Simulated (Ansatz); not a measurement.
# Lattice dynamics of (GaSb)2(CuI)2 [001] superlattice, started as zinc blende

How does (GaSb)2(CuI)2 [001] superlattice, started as zinc blende vibrate, and is this structure a minimum?

Main program and level: Ansatz 0.2.0; DFT PBEsol, scalar-relativistic, plane waves, PAW.

The structure was built from a prototype and need not be the compound's stable phase.

**1. The starting structure**

Symmetry: Pmm2, No. 25, orthorhombic system. Conventional cell: a = 4.296 Å, b = 4.296 Å, c = 12.150 Å, α = 90.00°, β = 90.00°, γ = 90.00°. Nearest to Cu lie 2 I at 2.63 Å and 2 Sb at 2.63 Å. Nearest to Cu lie 4 I at 2.63 Å. Nearest to Ga lie 2 Sb at 2.63 Å and 2 I at 2.63 Å. Ga has 4 Sb at 2.63 Å nearest. Nearest to I lie 4 Cu at 2.63 Å. Nearest to I lie 2 Cu at 2.63 Å and 2 Ga at 2.63 Å. Farther neighbours and most contacts between anions are not listed.

**2. Rough relaxation**

The start is far from rest, so a relaxation with loose tolerances brings it close first.

Input file input.yaml:

```yaml
crystal:
  lattice:
    - [3.0375, 3.0375, 0.0]
    - [-3.0375, 3.0375, 0.0]
    - [0.0, 0.0, 12.15]
  atoms:
    - { symbol: Cu, position: [0.0, 0.0, 0.5] }
    - { symbol: Cu, position: [0.5, 0.5, 0.75] }
    - { symbol: Ga, position: [0.0, 0.0, 0.0] }
    - { symbol: Ga, position: [0.5, 0.5, 0.25] }
    - { symbol: I, position: [0.5, 0.0, 0.625] }
    - { symbol: I, position: [0.0, 0.5, 0.875] }
    - { symbol: Sb, position: [0.5, 0.0, 0.125] }
    - { symbol: Sb, position: [0.0, 0.5, 0.375] }
kpoints:
  mp_grid: { grid: [6, 6, 2] }
hamiltonian:
  xc: pbesol
scf:
  occupations: { method: gaussian, width: 0.1 }
output:
  forces: true
  stress: true
  eigenvalues: true
relax:
  adjacent_minimum: "off"
  f_tol: 0.05
  max_steps: 80
  cell: { stress_tol: 0.5 }
```

On the command line:

```console
$ ansatz run input.yaml --threads 8 --pin off --max-ram 14336MiB --backend cpu --events-out ev --progress --plain --runs-dir out
```

Numbers of over 12 decimals in the logs are rounded to 6 here.

What it wrote:

```text
The last accepted step is kept in <dir> (removed where the run ends without a failure and the disk answers)
Engine: ansatz 0.2.0, x86_64-unknown-linux-gnu
Pseudopotentials: kind: paw
Pseudopotential: Cu, paw, valence charge 19, recommended cutoff 420 eV (normal), Cu.paw.azcp
Pseudopotential: Ga, paw, valence charge 13, recommended cutoff 420 eV (normal), Ga.paw.azcp
[...]
- [3.052122, 3.052122, 0]
    - [-3.053341, 3.053341, 0]
    - [0, 0, 12.138380]
  atoms:
    - { symbol: Cu, position: [0, 0, 0.491540] }
    - { symbol: Cu, position: [0.5, 0.5, 0.736721] }
    - { symbol: Ga, position: [0, 0, 0.010149] }
    - { symbol: Ga, position: [0.5, 0.5, 0.263643] }
    - { symbol: I, position: [0.5, 0, 0.622780] }
    - { symbol: I, position: [0, 0.5, 0.857927] }
    - { symbol: Sb, position: [0.5, 0, 0.131725] }
    - { symbol: Sb, position: [0, 0.5, 0.385515] }
[key lines of the parts left out:]
SCF converged after 6 iterations
Free energy (F): -48344.594845 eV
Fermi energy:    8.441315 eV
P = ⅓ Tr σ = 0.0044 GPa (0.044 kbar)
```

Elapsed: 30 s, on 8 threads of Intel Xeon Platinum 8488C (Sapphire Rapids), shared host; peak memory 1.3 GiB; 3.8 min of CPU time.

The steps of the relaxation:

```csv
step,energy less that of the first step (eV),largest force component (eV/Å),pressure (GPa),volume (Å³)
1,0.0000,1.1235,0.08,224.20
2,-0.2572,0.1805,0.23,224.60
3,-0.2644,0.0507,0.11,225.58
4,-0.2652,0.0129,0.01,226.24
5*,-0.2657,0.0128,0.00,226.24
```

Relaxation steps marked * repeat the geometry before them on a plane-wave basis chosen anew for their cell, so energy and pressure can jump there.

The run keeps the 4 symmetry operations that it works with, so distortions that break them were not tested.

```csv
"conventional cell, symmetrised",before,after,change
a (Å),4.296,4.316,+0.5 %
b (Å),4.296,4.318,+0.5 %
c (Å),12.150,12.138,-0.1 %
volume (Å³/atom),28.03,28.28,+0.9 %
```

The atoms that moved most (Å, as changes of fractional coordinates times the final cell):

```csv
atom,dx,dy,dz,length
I6,0.000,0.000,-0.207,0.207
Ga4,0.000,0.000,0.166,0.166
Cu2,0.000,0.000,-0.161,0.161
Sb8,0.000,0.000,0.128,0.128
Ga3,0.000,0.000,0.123,0.123
Cu1,0.000,0.000,-0.103,0.103
Sb7,0.000,0.000,0.082,0.082
I5,0.000,0.000,-0.027,0.027
```

Numbers from this step:

- pressure: 0.004415 GPa
- volume per atom: 28.28 Å³
- gap on the k-mesh: 0 eV

In this step the volume went from 28.03 to 28.28 Å³/atom.

**3. Relaxation**

The cell and atoms are relaxed, since residual forces and stress would shift the frequencies.

Input file input.yaml:

```yaml
crystal:
  lattice:
    - [3.052121873, 3.052121873, 0.0]
    - [-3.0533412051, 3.0533412051, 0.0]
    - [0.0, 0.0, 12.1383801279]
  atoms:
    - { symbol: Cu, position: [0.0, 0.0, 0.4915400284] }
    - { symbol: Cu, position: [0.5, 0.5, 0.7367213393] }
    - { symbol: Ga, position: [0.0, 0.0, 0.0101486412] }
    - { symbol: Ga, position: [0.5, 0.5, 0.2636429271] }
    - { symbol: I, position: [0.5, 0.0, 0.622780202] }
    - { symbol: I, position: [0.0, 0.5, 0.8579270452] }
    - { symbol: Sb, position: [0.5, 0.0, 0.1317248077] }
    - { symbol: Sb, position: [0.0, 0.5, 0.3855150091] }
kpoints:
  mp_grid: { grid: [8, 8, 4] }
hamiltonian:
  xc: pbesol
scf:
  occupations: { method: gaussian, width: 0.1 }
output:
  forces: true
  stress: true
  eigenvalues: true
relax:
  adjacent_minimum: "off"
  f_tol: 0.005
  max_steps: 80
  cell: { stress_tol: 0.05 }
```

What it wrote:

```text
[...]
Crystal: 8 atoms, lattice volume = 226.239 Å³
Basis set: ecut = 420 eV, 4393 PW (Γ), exchange–correlation on 60×60×180 points (8 copies of the dense FFT grid, shifted against one another)
Bands: 77, of which v1, the nominal top of the filled ones, is band 64 counted from 1 (63 counted from 0)
Symmetry: 4 space group operations
[...]
k-points: 75 of 256 (time reversal used)
[...]
- [3.043229, 3.043229, 0]
    - [-3.077256, 3.077256, 0]
    - [0, 0, 12.069053]
  atoms:
    - { symbol: Cu, position: [0, 0, 0.490398] }
    - { symbol: Cu, position: [0.5, 0.5, 0.735863] }
    - { symbol: Ga, position: [0, 0, 0.00946617] }
    - { symbol: Ga, position: [0.5, 0.5, 0.263537] }
    - { symbol: I, position: [0.5, 0, 0.623397] }
    - { symbol: I, position: [0, 0.5, 0.859344] }
    - { symbol: Sb, position: [0.5, 0, 0.131620] }
    - { symbol: Sb, position: [0, 0.5, 0.386375] }
[key lines of the parts left out:]
SCF converged after 8 iterations
Free energy (F): -48344.592631 eV
Fermi energy:    8.356616 eV
P = ⅓ Tr σ = -0.0006 GPa (-0.006 kbar)
```

Elapsed: 79 s, on 8 threads; peak memory 1.7 GiB; 10 min of CPU time.

Relaxation path:

```csv
step,energy less that of the first step (eV),largest force component (eV/Å),pressure (GPa),volume (Å³)
1,0.0000,0.0355,-0.02,226.24
2,-0.0023,0.0199,0.00,226.02
3,-0.0026,0.0169,0.01,226.01
4,-0.0026,0.0164,-0.01,226.07
5,-0.0027,0.0015,0.00,226.05
6*,-0.0026,0.0015,0.00,226.05
```

Relaxation steps marked * repeat the geometry before them on a plane-wave basis chosen anew for their cell, so energy and pressure can jump there.

The run keeps the 4 symmetry operations that it works with, so distortions that break them were not tested.

```csv
"conventional cell, symmetrised",before,after,change
a (Å),4.316,4.304,-0.3 %
b (Å),4.318,4.352,+0.8 %
c (Å),12.138,12.069,-0.6 %
volume (Å³/atom),28.28,28.26,-0.1 %
```

The atoms that moved most (Å, as changes of fractional coordinates times the final cell):

```csv
atom,dx,dy,dz,length
I6,0.000,0.000,0.017,0.017
Cu1,0.000,0.000,-0.014,0.014
Sb8,0.000,0.000,0.010,0.010
Cu2,0.000,0.000,-0.010,0.010
Ga3,0.000,0.000,-0.008,0.008
I5,0.000,0.000,0.007,0.007
```

Final coordinates:

```cif
data_structure
_symmetry_space_group_name_H-M 'P 1'
_symmetry_Int_Tables_number 1
_cell_length_a 4.3038
_cell_length_b 4.3519
_cell_length_c 12.0691
_cell_angle_alpha 90.000
_cell_angle_beta 90.000
_cell_angle_gamma 90.000
_cell_volume 226.05
loop_
_atom_site_label
_atom_site_type_symbol
_atom_site_fract_x
_atom_site_fract_y
_atom_site_fract_z
_atom_site_occupancy
Cu1 Cu 0.00000 0.00000 0.49040 1
Cu2 Cu 0.50000 0.50000 0.73586 1
Ga3 Ga 0.00000 0.00000 0.00947 1
Ga4 Ga 0.50000 0.50000 0.26354 1
I5 I 0.50000 0.00000 0.62340 1
I6 I 0.00000 0.50000 0.85934 1
Sb7 Sb 0.50000 0.00000 0.13162 1
Sb8 Sb 0.00000 0.50000 0.38637 1
```

Numbers from this step:

```
pressure        : -5.73e-4 GPa
volume per atom : 28.26 Å³
```

In this step the volume went from 28.28 to 28.26 Å³/atom.

**4. Relaxing to small forces for the phonons**

Phonons need a cell at rest on their own settings, so the relaxation is repeated with tight tolerances on forces and stress, using the mesh and the filling of the phonon run that follows.

Input file input.yaml:

```yaml
crystal:
  lattice:
    - [3.0432291076, 3.0432291076, 0.0]
    - [-3.0772562888, 3.0772562888, 0.0]
    - [0.0, 0.0, 12.0690532302]
  atoms:
    - { symbol: Cu, position: [0.0, 0.0, 0.4903978861] }
    - { symbol: Cu, position: [0.5, 0.5, 0.7358631652] }
    - { symbol: Ga, position: [0.0, 0.0, 0.0094661723] }
    - { symbol: Ga, position: [0.5, 0.5, 0.2635365171] }
    - { symbol: I, position: [0.5, 0.0, 0.6233974119] }
    - { symbol: I, position: [0.0, 0.5, 0.8593438311] }
    - { symbol: Sb, position: [0.5, 0.0, 0.1316203918] }
    - { symbol: Sb, position: [0.0, 0.5, 0.3863746245] }
kpoints:
  mp_grid: { grid: [8, 8, 4] }
hamiltonian:
  xc: pbesol
scf:
  occupations: { method: methfessel_paxton, width: 0.2 }
output:
  forces: true
  stress: true
  eigenvalues: true
relax:
  adjacent_minimum: "off"
  f_tol: 0.001
  max_steps: 60
  cell: { stress_tol: 0.01 }
```

What it wrote:

```text
[...]
Crystal: 8 atoms, lattice volume = 226.048 Å³
Basis set: ecut = 420 eV, 4405 PW (Γ), exchange–correlation on 60×60×162 points (8 copies of the dense FFT grid, shifted against one another)
Bands: 77, of which v1, the nominal top of the filled ones, is band 64 counted from 1 (63 counted from 0)
[... 1 set-up line as in the run before ...]
[...]
k-points: 75 of 256 (time reversal used)
[...]
- [-3.081027, 3.081027, 0]
    - [0, 0, 12.051593]
  atoms:
    - { symbol: Cu, position: [0, 0, 0.490259] }
    - { symbol: Cu, position: [0.5, 0.500000, 0.736009] }
    - { symbol: Ga, position: [0, 0, 0.00909843] }
    - { symbol: Ga, position: [0.5, 0.500000, 0.263357] }
    - { symbol: I, position: [0.5, 0, 0.623690] }
    - { symbol: I, position: [0, 0.500000, 0.859811] }
    - { symbol: Sb, position: [0.5, 0, 0.131366] }
    - { symbol: Sb, position: [0, 0.500000, 0.386410] }
[key lines of the parts left out:]
SCF converged after 8 iterations
Free energy (F): -48344.587892 eV
Fermi energy:    8.363590 eV
P = ⅓ Tr σ = 0.0002 GPa (0.002 kbar)
```

Elapsed: 94 s, on 8 threads; peak memory 1.7 GiB; 12 min of CPU time.

The steps of the relaxation:

```csv
step,energy less that of the first step (eV),largest force component (eV/Å),pressure (GPa),volume (Å³)
1,0.0000,0.0212,-0.01,226.05
2,-0.0001,0.0201,0.01,225.87
3,-0.0002,0.0023,0.00,225.96
4,-0.0002,0.0052,0.00,225.96
5,-0.0002,0.0011,0.00,225.95
6,-0.0002,0.0001,0.00,225.96
7*,-0.0002,0.0001,0.00,225.96
```

Relaxation steps marked * repeat the geometry before them on a plane-wave basis chosen anew for their cell, so energy and pressure can jump there.

The run keeps the 4 symmetry operations that it works with, so distortions that break them were not tested.

```csv
"conventional cell, symmetrised",before,after,change
a (Å),4.304,4.303,-0.0 %
b (Å),4.352,4.357,+0.1 %
c (Å),12.069,12.052,-0.1 %
volume (Å³/atom),28.26,28.24,-0.0 %
```

Numbers from this step:

```yaml
pressure: 2.08e-4 GPa
volume_per_atom: 28.24 Å³
```

The largest force component left is 0.095 meV/Å and the pressure is 0.000 GPa, within the tolerances set. The cell now holds 28.24 Å³/atom.

**5. Linear response at the zone centre**

The zone centre is the only wavevector solved here; it holds the modes that light can see, as far as symmetry allows. No field response is asked, since the mesh shows no gap.

Input file input.yaml:

```yaml
crystal:
  lattice:
    - [3.0426721931, 3.0426721931, 0.0]
    - [-3.0810272933, 3.0810272933, 0.0]
    - [0.0, 0.0, 12.0515934325]
  atoms:
    - { symbol: Cu, position: [0.0, 0.0, 0.4902586642] }
    - { symbol: Cu, position: [0.5, 0.5, 0.7360088265] }
    - { symbol: Ga, position: [0.0, 0.0, 0.0090984255] }
    - { symbol: Ga, position: [0.5, 0.5, 0.2633571421] }
    - { symbol: I, position: [0.5, 0.0, 0.6236895614] }
    - { symbol: I, position: [0.0, 0.5, 0.8598111458] }
    - { symbol: Sb, position: [0.5, 0.0, 0.1313659993] }
    - { symbol: Sb, position: [0.0, 0.5, 0.3864102352] }
kpoints:
  mp_grid: { grid: [8, 8, 4] }
hamiltonian:
  xc: pbesol
scf:
  occupations: { method: methfessel_paxton, width: 0.2 }
output:
  eigenvalues: true
phonons:
  method: dfpt
```

What it wrote:

```text
zone centre: on kpoints.mp_grid the ground state, and the responses unless they are solved on pairs of k-points, stand on 102 of the mesh's 256 k-points, reduced under 2 symmetry operations, with k and −k counted as one. Each operation leaves every solved displacement unchanged or reverses it
[...]
Crystal: 8 atoms, lattice volume = 225.957 Å³
Basis set: ecut = 420 eV, 4405 PW (Γ), exchange–correlation on 60×60×162 points (8 copies of the dense FFT grid, shifted against one another)
Bands: 77, of which v1, the nominal top of the filled ones, is band 64 counted from 1 (63 counted from 0)
[... 1 set-up line as in the run before ...]
k-points: 102 of 256 (irreducible under 2 space group operations, time reversal used)
[...]
SCF iter   1: F=—  HF=-48344.609327 eV  |F-HF|=—  |Δ(HF+E_count)|=         —  Δρ=5.77e-3  dr2=1.03e-1  ethr=1.77e-3  ⟨swp⟩=7.4  Hψ=31335  notcnv=0
[...]
SCF iter  14: F=-48344.587892 eV  HF=-48344.587892 eV  |F-HF|=7.28e-12  |Δ(HF+E_count)|=    0.00e0  S|Δr|=    0.00e0  Δρ=7.57e-8  dr2=9.35e-12  ethr=1.00e-12  ⟨swp⟩=13.1  Hψ=45427  notcnv=0
SCF 1 converged in 14 iterations: F = -48344.587892 eV  dr2 = 9.35e-12
[...]
DFPT response loops at Γ: preconditioner auto → Kerker (q_TF=auto, 2.482 Å⁻¹) (partly filled bands, converged f_vac=0.117); β = 1.00, the filter's whole step (`scf.mixing.beta` (0.50) is not read by the response loops under this deck's `scf.mixing.preconditioner`; to damp them name `kerker` or `kerker_dos`, under which they read `scf.mixing.beta`, and type it under 1.00, their step now; both keys bind the ground state too); Broyden in place of MSR1
SCF converged after 14 iterations
[...]
Free energy (F): -48344.587892 eV
[...]
Internal energy: -48344.593405 eV  (E = F + TS)
E sigma→0 (E₀):  -48344.589271 eV
Entropy (-TS):   0.005513 eV (0.689 meV/atom)
Fermi energy:    8.363590 eV
[...]
--- Band table (eV; the first three rows and the last of 102) ---
  k-point 0: bands = [... 60 lower, 6.5277, 7.4402, 7.7620, 8.1477, 8.5755, 8.9509, 9.2442, 10.0802, ... 9 higher]
  k-point 1: bands = [... 60 lower, 6.7723, 7.0993, 7.6698, 8.4453, 8.4895, 8.9604, 9.3018, 10.0169, ... 9 higher]
  k-point 2: bands = [... 60 lower, 6.7578, 6.9536, 7.5500, 8.4052, 8.6255, 8.9739, 9.4502, 9.9516, ... 9 higher]
  k-point 101: bands = [... 60 lower, 6.0935, 6.1773, 6.2046, 6.5126, 8.6663, 9.3130, 10.0895, 10.1135, ... 9 higher]
--- Phonons (Γ-DFPT): 16 representative perturbations + reference, on 102 of 256 k-points (Σ response iterations 56) ---
  k mesh reduced under 2 symmetry operations, with k and −k counted as one. Each operation leaves every solved displacement unchanged or reverses it
  ASR residual: 1.212e-4 → 0.000e0 eV/Å²; symmetrization residual: 3.092e-5 eV/Å²
  ASR residual per site (eV/Å²): 5.96e-5 6.75e-5 4.74e-5 6.22e-5 2.62e-5 4.07e-5 1.21e-4 9.92e-5
  Γ frequencies (cm⁻¹): 0.00 0.00 0.00 31.59 34.38 39.16 45.31 47.81 49.13 73.66 85.46 99.68 117.74 120.59 121.25 135.30 147.58 163.44 182.88 192.29 205.86 207.69 219.91 231.41
  non-analytic LO–TO correction: not included (Born effective charges unavailable; polar crystals: no LO–TO splitting at Γ)
```

It took 6 min on 8 threads; peak memory 5.7 GiB.

Numbers from this step:

```yaml
sum_rule_residual_before_enforcement: 1.21e-4 eV/Å²
point_group: mm2
highest_optical_mode_at_the_zone_centre_no_lo_to_term: 231.4 cm⁻¹
lowest_optical_zone_centre_mode: 31.59 cm⁻¹
```

Patterns of degenerate modes are one choice out of their space. Modes at Γ, with each element's share of the kinetic energy:

```csv
mode,frequency (cm⁻¹),symmetry,Cu %,Ga %,I %,Sb %
1,0.0,acoustic,17,18,33,32
2,0.0,acoustic,17,18,33,32
3,0.0,acoustic,17,18,33,32
4,31.6,B2,10,29,25,37
5,34.4,B1,15,24,20,40
6,39.2,B1,28,17,30,26
7,45.3,B2,19,18,30,32
8,47.8,B1,32,18,25,25
9,49.1,B2,30,14,34,21
10,73.7,A1,21,13,39,27
11,85.5,A1,21,14,40,25
12,99.7,B1,55,0,45,0
13,117.7,B2,2,61,37,0
14,120.6,B1,53,0,47,0
15,121.2,A1,26,3,45,26
16,135.3,A1,58,0,40,2
17,147.6,A1,56,14,0,30
18,163.4,B2,59,0,41,0
19,182.9,B2,0,59,0,41
20,192.3,A1,0,70,3,27
21,205.9,A1,1,67,0,31
22,207.7,B2,63,0,0,37
23,219.9,B1,0,60,0,40
24,231.4,B1,0,62,0,38
```

Displacements in mode 4 (31.6 cm⁻¹), the largest set to 1:
```
Cu1  0.04 -0.04  0.00
Cu2 -0.62  0.62  0.00
Ga3 -0.21  0.21  0.00
Ga4  1.00 -1.00  0.00
I5  -0.57  0.57  0.00
I6  -0.41  0.41  0.00
Sb7  0.88 -0.88  0.00
Sb8  0.00  0.00  0.00
```

Displacements in mode 7 (45.3 cm⁻¹), the largest set to 1:
```
Cu1  1.00 -1.00  0.00
Cu2  0.26 -0.26  0.00
Ga3 -0.96  0.96  0.00
Ga4 -0.13  0.13  0.00
I5   0.20 -0.20  0.00
I6  -0.88  0.88  0.00
Sb7 -0.26  0.26  0.00
Sb8  0.93 -0.93  0.00
```

Before it was imposed, the acoustic sum rule was missed by 1.2e-4 eV/Å². Small misses are needed for a sound result but don't prove that mesh and cutoff are converged. The lowest optical mode is real, 31.6 cm⁻¹.

**6. Isotope substitution, element Cu, natural mass 63.546 amu**

An isotope changes the mass and not the force constants, so no new electronic calculation is needed; the shifts show which modes move this element.

The same force constants with the mass of Cu changed from 63.546 to 64.928 u (phonopy, no LO-TO term). Both lists are sorted by frequency; levels can cross, so a row need not hold one and the same mode. Modes under 3 cm⁻¹ are left out. Isotope shifts, by row:

```csv
q,rank,natural mass (cm⁻¹),changed mass (cm⁻¹)
0 0 0,4,31.59,31.56
0 0 0,5,34.38,34.33
0 0 0,6,39.16,39.04
0 0 0,7,45.31,45.21
0 0 0,8,47.81,47.64
0 0 0,9,49.13,48.97
0 0 0,10,73.66,73.49
0 0 0,11,85.46,85.27
0 0 0,12,99.68,99.09
0 0 0,13,117.7,117.7
0 0 0,14,120.6,119.9
0 0 0,15,121.2,120.9
0 0 0,16,135.3,134.5
0 0 0,17,147.6,146.7
0 0 0,18,163.4,162.4
0 0 0,19,182.9,182.9
0 0 0,20,192.3,192.3
0 0 0,21,205.9,205.8
0 0 0,22,207.7,206.3
0 0 0,23,219.9,219.9
0 0 0,24,231.4,231.4
```

A mode of this element alone would shift by -1.07 %. The highest zone-centre frequency without the field goes from 231.4 to 231.4 cm⁻¹ (+0.0 %). The product of the frequency ratios over all optical modes at Γ is 0.943; the product rule, (m/m′)^(3k/2) (M′/M)^(3/2) with k = 2 such atoms and M the mass of the cell, gives 0.943.

**7. Another isotope, element Ga, natural mass 69.723 amu**

The same for Ga, from 69.72 to 70.92 u.

A mode of this element alone would shift by -0.85 %. The highest zone-centre frequency without the field goes from 231.4 to 230.2 cm⁻¹ (-0.5 %). The product of the frequency ratios over all optical modes at Γ is 0.954; the product rule, (m/m′)^(3k/2) (M′/M)^(3/2) with k = 2 such atoms and M the mass of the cell, gives 0.955.

**8. Another isotope, element Sb, natural mass 121.76 amu**

The same for Sb, from 121.76 to 122.90 u.

A mode of this element alone would shift by -0.47 %. The highest zone-centre frequency without the field goes from 231.4 to 231.0 cm⁻¹ (-0.2 %). The product of the frequency ratios over all optical modes at Γ is 0.976; the product rule, (m/m′)^(3k/2) (M′/M)^(3/2) with k = 2 such atoms and M the mass of the cell, gives 0.977.

**9. Results**

- space group after relaxation (within 0.01 Å): Pmm2
- volume per atom: 28.2 Å³
- electronic character: no gap on this mesh
- highest optical mode at the zone centre (no LO-TO term): 231 cm⁻¹
- lowest optical zone-centre mode: 31.6 cm⁻¹
- imaginary modes at Γ (the only wavevector solved): none

**Reading.** The structure is stable against zone-centre distortions, since no mode there is imaginary; other wavevectors were not solved, so zone-boundary instabilities are untested. The optical modes at Γ span 32 to 231 cm⁻¹. No dispersion was computed. With no gap, or one that is small against the smearing, the frequencies hang on the k mesh and the smearing, most of all near Kohn anomalies. A semilocal functional can close a gap that the real compound would have, so the metallic treatment may be an artefact of the level. Spin-orbit coupling is left out, which can matter for the heavy elements here. The starting cell was built on a prototype and not taken from a measurement, so the phase need not exist. These are harmonic frequencies at zero temperature: anharmonic shifts, linewidths and thermal expansion are left out.

[Logs are printed without paths, hosts, clocks, repeated set-up lines and the standing remarks that a program may print on its own settings, such as how far it seeks lower states.]

[Hosts, paths, dates, database ids (printed as entryN), source tags and the programs' standing remarks are cut or masked in the printed files.]
